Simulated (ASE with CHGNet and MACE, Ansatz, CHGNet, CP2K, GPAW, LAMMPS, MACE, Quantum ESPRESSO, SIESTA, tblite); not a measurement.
**Machine-learned potentials runs on glassy 63SiO2-14B2O3-11Na2O-11CaO (mol %) (111 atoms)**

How do the settings of machine-learned potentials change the result for glassy 63SiO2-14B2O3-11Na2O-11CaO (mol %) (111 atoms)? A plane-wave run serves as the yardstick.

Main program and level: ASE with CHGNet and MACE; the method is named at each step.

## Step 1: Starting point

The cell holds 111 atoms: 22 Si, 10 B, 8 Na, 4 Ca and 67 O. Its edges and angles: a = 11.245 Å, b = 11.245 Å, c = 11.245 Å, α = 90.0°, β = 90.0°, γ = 90.0°. 111 atoms (22 Si, 10 B, 8 Na, 4 Ca, 67 O) placed at random at 2.33 g/cm³, melted at 3000 K for 20 ps at fixed volume with the Buckingham and Coulomb pair potential of Guillot and Sator (Geochim. Cosmochim. Acta 71, 1249 (2007)) with the boron terms of Wang et al. (J. Non-Cryst. Solids 498, 294 (2018)). Quenched from 3000 K to 300 K at 30 K/ps and fixed volume, held 10 ps at zero pressure.

The yardstick, on the same geometry:

```
method                                           : Kohn-Sham DFT, PBE, SSSP efficiency 1.3.0 pseudopotentials, plane waves (Quantum ESPRESSO 7.5); sssp-pbe-1.3.0-efficiency, cutoffs 60/480 Ry, Γ point
r.m.s. force component                           : 1.145 eV/Å
longest force                                    : 6.195 eV/Å
pressure                                         : -1.463 GPa
gap (highest filled to lowest empty level) : 2.198 eV
time                                             : 7.9 min on 4 MPI ranks of Arm Neoverse N1, shared host
CPU time                                         : 32 min
```

## Step 2: CHGNet 0.3.0 potential

Method: machine-learned interatomic potential CHGNet 0.3.0, trained on PBE(+U) plane-wave data.

The input, run.py:

```python
import numpy as np
from ase.io import read
import mlip  # loads the published weights by name

atoms = read("structure.xyz")
atoms.calc = mlip.calc("chgnet-0.3.0")
energy = atoms.get_potential_energy()
forces = atoms.get_forces()
print(f"energy {energy:.6f} eV")
print("forces (eV/A)")
for i, (a, f) in enumerate(zip(atoms, forces)):
    print(f"{i:4d} {a.symbol:2s} {f[0]:10.5f} {f[1]:10.5f} {f[2]:10.5f}")
stress = -atoms.get_stress(voigt=False) * 160.21766
print("stress (GPa, compression positive)")
for row in stress:
    print(" ".join(f"{x:10.4f}" for x in row))
```

The input, structure.xyz:

```xyz
111
Lattice="11.24538 0.00000 0.00000 0.00000 11.24538 0.00000 0.00000 0.00000 11.24538" Properties=species:S:1:pos:R:3 pbc="T T T"
Si 1.18976 4.46003 8.39018
Si 6.16247 1.98593 1.28681
Si 9.72174 3.55838 3.71457
Si 3.18379 1.79443 0.18600
Si 9.29296 9.16060 10.29143
Si 7.94621 6.41875 6.77568
Si 5.49056 1.64138 4.34600
Si 9.45523 5.07583 1.04357
Si 1.44649 8.50814 2.91120
Si 4.57811 6.76387 11.05072
Si 7.30466 2.89152 8.33103
Si 0.81450 9.97994 9.44612
Si 5.81634 6.01853 4.47173
Si 2.85048 5.81139 3.82422
Si 0.43553 10.54367 4.88342
Si 5.53419 9.27463 4.40065
Si 8.85360 0.55698 0.23593
Si 4.74915 9.43825 1.46741
Si 10.04347 2.88894 9.96734
Si 2.59712 1.66465 5.58198
Si 1.69310 7.16556 9.81024
Si 2.84441 0.71869 8.49251
B 2.25200 10.63498 0.81383
B 0.99758 4.27516 5.35168
B 11.00642 7.64259 0.79471
B 7.61863 11.13360 5.03276
B 7.18917 3.43850 5.36675
B 6.81819 4.82798 1.91543
B 6.90882 7.85130 9.38213
B 3.47966 4.55325 1.23868
B 9.65630 11.06129 6.71732
B 9.72995 0.71667 3.07988
Na 8.30966 9.24438 1.90114
Na 4.25953 8.22375 8.06946
Na 4.62511 3.42051 9.77763
Na 0.03644 6.81065 6.41987
Na 1.15917 2.25110 2.71655
Na 2.33319 9.68733 6.58473
Na 4.67515 4.01606 7.02668
Na 9.68137 8.74013 4.10917
Ca 8.04090 5.56781 9.76864
Ca 6.06531 10.76374 7.34121
Ca 10.01289 3.30873 6.94222
Ca 5.85401 11.03712 10.28053
O 3.03232 4.91536 2.51390
O 4.69753 9.60299 3.07010
O 4.62894 9.67766 5.67329
O 1.48529 11.09278 8.45833
O 7.49988 1.47742 0.46095
O 9.85478 3.99267 11.14856
O 4.07353 10.90791 8.62948
O 1.57042 5.42196 4.72891
O 10.76498 0.05353 3.80600
O 6.47891 0.86848 5.37226
O 7.02072 9.97105 4.47341
O 3.89495 1.43750 4.68876
[... 51 atom lines left out ...]
O 8.36668 10.91758 6.25603
O 5.84254 7.63876 4.40245
O 5.95690 6.98012 10.17943
O 10.51162 9.59163 9.21154
```

The run is started by

```bash
> OMP_NUM_THREADS=1 python run.py > output.txt
```

The log of the run:

```text
CHGNet v0.3.0 initialized with 412,525 parameters
CHGNet will run on cpu
energy -862.480774 eV
forces (eV/A)
   0 Si    4.03092    0.86794    0.52394
   1 Si   -0.12311    0.10072    1.00490
   2 Si    0.13551   -0.25364    0.85206
   3 Si    0.08196   -0.38713   -0.11678
   4 Si    1.00821   -1.67344   -0.25693
   5 Si    1.36654    1.68726   -0.43311
   6 Si    0.56664    0.50509    0.13465
   7 Si    0.85899    1.90792    0.75065
   8 Si    0.63467    0.25370   -4.62233
   9 Si    0.94621    2.35447    0.21453
  10 Si   -6.18990    0.56326   -0.38211
  11 Si    2.11764   -0.38182    1.71609
  12 Si    1.49718    2.14178    0.47737
  13 Si   -0.71840    2.17002   -0.31259
  14 Si   -1.24607    2.71505    0.66986
  15 Si   -0.31553   -1.23511    1.28422
  16 Si    0.92127    0.96011    2.05842
  17 Si    0.40475   -0.01554   -1.37945
  18 Si    0.30947    0.35538   -0.23705
  19 Si   -1.83261    0.46035   -0.70696
  20 Si   -1.38590    1.50337    1.17103
  21 Si    1.34114   -1.04750    0.90176
  22 B     0.23185   -2.44173   -0.77518
  23 B     1.23780   -1.81288   -0.28367
[...]
103 O    -1.00396    0.45577    1.63888
 104 O    -1.29076   -0.92162   -1.00864
 105 O    -0.04241   -0.20792   -0.24637
 106 O     0.56001   -0.23586    0.25230
 107 O    -0.59334   -1.01472    0.61154
 108 O     0.11845    0.44060   -0.57441
 109 O    -0.24503   -1.19713    0.46115
 110 O    -1.56432   -0.18288    0.10201
stress (GPa, compression positive)
   -1.9032    -1.2393     0.9149
   -1.2393    -0.4525    -0.2557
    0.9149    -0.2557    -0.8963
```

Wall time 8 s (1 thread of Arm Neoverse N1, shared host); peak memory 1.5 GiB.

Banners, paths, timers and routine set-up lines are dropped from the logs unmarked, and long logs keep their key lines alone; longer cuts are marked.

Compared with the plane-wave run:

- r.m.s. force component: 1.041 eV/Å
- r.m.s. difference of force components: 234.6 meV/Å
- longest difference of force vectors: 1674 meV/Å
- force difference over r.m.s. force: 20.48 %
- slope of forces against the reference's: 0.8921
- correlation of force components: 0.9815
- pressure: -1.084 GPa
- pressure difference: 0.379 GPa

Length of the force difference by element (eV/Å):

```tsv
element	atoms	mean	most
B	10	0.51	1.2
Ca	4	0.31	0.48
Na	8	0.17	0.39
O	67	0.26	0.84
Si	22	0.50	1.7
```

Local excerpt of 10 atoms (numbers count through the whole input) about O74, picked at random; x, y, z are measured from there.

```tsv
atom	x	y	z	distance (Å)	Fx	Fy	Fz (eV/Å)
O74	0.00	0.00	0.00	0.00	-0.39	1.15	-0.50
B29	0.57	-1.24	0.32	1.40	-1.42	0.99	-1.98
Ca44	-0.48	1.95	1.21	2.35	-0.25	-0.87	0.33
O110	-0.38	-2.11	1.11	2.42	-0.25	-1.20	0.46
Ca42	-0.27	1.67	-1.72	2.42	0.01	-0.19	-0.41
O77	1.87	-1.20	0.99	2.43	1.89	1.05	0.47
O104	0.83	-2.04	-1.03	2.43	-1.00	0.46	1.64
Na34	-2.08	-0.87	-1.00	2.46	0.59	-0.03	0.44
O51	-2.26	1.82	-0.44	2.94	0.25	0.37	-0.79
O83	2.10	1.45	1.47	2.94	-0.17	0.66	0.39
```

Atoms are counted from 1 here, from 0 in the log.

Forces lie 20 % from the reference's, at 0.0037 times its CPU time (on 1 against 4 cores).

## Step 3: MACE MP-0b3 medium potential

Method: machine-learned interatomic potential MACE MP-0b3 medium, trained on PBE(+U) plane-wave data.

run.py: that of step 2 with these lines changed.

```diff
@@ -5,3 +5,3 @@
 atoms = read("structure.xyz")
-atoms.calc = mlip.calc("chgnet-0.3.0")
+atoms.calc = mlip.calc("mace-mp-0b3-medium")
 energy = atoms.get_potential_energy()
```

structure.xyz is that of step 2.

The log of the run:

```text
energy -814.097732 eV
forces (eV/A)
   0 Si    3.63652    0.87811    0.26826
   1 Si    0.00083    0.19342    1.01640
   2 Si    0.08593    0.00418    0.95191
   3 Si    0.31988   -0.38183   -0.04623
   4 Si    0.91206   -1.48301   -0.08244
   5 Si    1.65426    1.31386   -0.34828
   6 Si    0.62228    0.85113    0.12888
   7 Si    0.96491    1.66710    1.14778
   8 Si    0.64418    0.58480   -4.59544
   9 Si    0.86490    2.33947    0.20036
  10 Si   -6.23412    0.41587   -0.51214
  11 Si    2.27340   -0.33222    1.79976
  12 Si    1.55987    1.99762    0.29400
  13 Si   -0.76996    2.00256   -0.32794
  14 Si   -1.28428    3.14549   -0.00561
  15 Si   -0.32130   -1.17327    1.39067
  16 Si    1.14504    1.09600    2.21156
  17 Si    0.35359    0.06827   -1.42461
  18 Si    0.09544    0.49729   -0.16121
  19 Si   -1.90238    0.33982   -0.63921
  20 Si   -1.44665    1.52722    1.23316
  21 Si    1.55282   -1.01764    0.86948
  22 B     0.24557   -2.26123   -0.53883
  23 B     1.22393   -1.79564   -0.37129
[...]
103 O    -1.08898    0.62476    1.51497
 104 O    -1.10453   -1.22018   -0.75338
 105 O     0.06985   -0.34621   -0.23005
 106 O     0.44342   -0.22962    0.11072
 107 O    -0.39228   -0.95866    0.92720
 108 O     0.10467    0.50172   -0.51306
 109 O    -0.29586   -1.20772    0.43527
 110 O    -1.61054   -0.18557    0.00631
stress (GPa, compression positive)
   -2.0726    -1.1997     1.0014
   -1.1997    -0.3218    -0.2711
    1.0014    -0.2711    -1.0144
```

The job ended after 14 s (1 thread; peak memory 1.2 GiB).

Against the reference:

* r.m.s. force component: 1.037 eV/Å
* r.m.s. difference of force components: 218.1 meV/Å
* longest difference of force vectors: 1668 meV/Å
* force difference over r.m.s. force: 19.04 %
* slope of forces against the reference's: 0.8922
* correlation of force components: 0.9849
* pressure: -1.136 GPa
* pressure difference: 0.3267 GPa

Against the first run (20 %), the force difference from the reference is 19 %, at 1.9 times the CPU time.

## Step 4: MACE MP-0b2 small potential

Method: machine-learned interatomic potential MACE MP-0b2 small, trained on PBE(+U) plane-wave data.

run.py: that of step 3 with these lines changed.

```diff
@@ -5,3 +5,3 @@
 atoms = read("structure.xyz")
-atoms.calc = mlip.calc("mace-mp-0b3-medium")
+atoms.calc = mlip.calc("mace-mp-0b2-small")
 energy = atoms.get_potential_energy()
```

structure.xyz is that of step 3.

The log of the run:

```text
energy -814.146175 eV
forces (eV/A)
   0 Si    3.52083    0.92349    0.19858
   1 Si    0.03455    0.24449    0.98191
   2 Si    0.29501    0.08269    1.05698
   3 Si    0.26765   -0.21928   -0.12929
   4 Si    0.70525   -1.48949   -0.20281
   5 Si    1.50374    1.39945   -0.58599
   6 Si    0.50952    0.66245    0.14855
   7 Si    1.00500    1.76914    1.03153
   8 Si    0.58385    0.17236   -4.50510
   9 Si    0.78386    2.30273    0.07823
  10 Si   -6.05189    0.30941   -0.47724
  11 Si    2.12960   -0.18498    1.57955
  12 Si    1.38783    1.97626    0.21998
  13 Si   -0.89874    1.93370   -0.18833
  14 Si   -1.18936    3.16264    0.26480
  15 Si   -0.21779   -1.20617    1.34827
  16 Si    1.06666    0.89685    2.07624
  17 Si    0.46274    0.08284   -1.45950
  18 Si    0.13978    0.37610   -0.17329
  19 Si   -1.90442    0.39368   -0.70753
  20 Si   -1.31597    1.43023    1.23948
  21 Si    1.43682   -1.10426    1.01346
  22 B     0.44241   -2.03509   -0.55905
  23 B     1.29241   -1.74802   -0.36829
[...]
103 O    -1.04823    0.54781    1.63087
 104 O    -1.18752   -1.20525   -1.01490
 105 O     0.04097   -0.35559   -0.23012
 106 O     0.45910   -0.20239    0.16483
 107 O    -0.50242   -0.91403    0.79001
 108 O     0.14655    0.41841   -0.54787
 109 O    -0.12579   -1.20236    0.33425
 110 O    -1.61028   -0.25832    0.03597
stress (GPa, compression positive)
   -2.3951    -1.2457     0.9768
   -1.2457    -0.7300    -0.2395
    0.9768    -0.2395    -1.1398
```

Wall time 10 s (1 thread); peak memory 0.68 GiB.

Compared with the plane-wave run:

* r.m.s. force component: 1.026 eV/Å
* r.m.s. difference of force components: 238.9 meV/Å
* longest difference of force vectors: 1701 meV/Å
* force difference over r.m.s. force: 20.86 %
* slope of forces against the reference's: 0.8795
* correlation of force components: 0.9818
* pressure: -1.422 GPa
* pressure difference: 0.0414 GPa

Against the first run (20 %), the force difference from the reference is 21 %, at 1.4 times the CPU time.

## Step 5: The ladder

Differences are against the plane-wave reference, forces as r.m.s. over components; share is that over the reference's r.m.s. force, slope the least-squares factor from reference forces to these. Total energies of different programs have different zeros and aren't compared.

```tsv
run	Δ force, r.m.s. (meV/Å)	share (%)	slope	Δ pressure (GPa)	cores	CPU time	memory (GiB)
reference	-	-	-	-	4	32 min	4.7
CHGNet 0.3.0 potential	235	20.5	0.892	0.379	1	7.1 s	1.5
MACE MP-0b3 medium potential	218	19.0	0.892	0.327	1	14 s	1.2
MACE MP-0b2 small potential	239	20.9	0.879	0.0414	1	10 s	0.68
```

Times of the machine-learned potentials are mostly Python's start and the loading of weights.

CPU time is summed over cores on a shared host, where runs went side by side, so it is rough. Symmetry, cutoffs, thresholds, outputs and thread counts weren't matched or tuned between programs; memory under MPI is the largest rank's times the ranks.

## Step 6: What came out

* nearest in forces: MACE MP-0b3 medium potential, 19 %
* its CPU time: 14 s

Machine-learned potentials differ by 19 % (MACE MP-0b3 medium potential) to 21 % (MACE MP-0b2 small potential); they were trained on other programs' data. The reference's pressure holds the uncorrected Pulay stress of its 60 Ry basis, so small pressure differences, and their order, may be the reference's own error. Machine-learned potentials mimic data converged in k, so the reference's own k-point error enters their differences. The quench rate of 30 K/ps is many orders above laboratory rates, so the cell is likely richer in defects and strain than a real sample. The network of bonds at the start is that of the classical potential that made the cell, and needn't be the one that DFT or experiment would give. The electronic-structure runs sample only Γ, in a cell whose shortest periodic width is 11 Å.

[Also dropped from logs without a mark: logging warnings of Python, and SIESTA's first energy breakdown and zero terms.]

[Logs are printed without paths, hosts, clocks, repeated set-up lines and the standing remarks that a program may print on its own settings, such as how far it seeks lower states.]

[Hosts, paths, dates, database ids (printed as entryN), source tags and the programs' standing remarks are cut or masked in the printed files.]
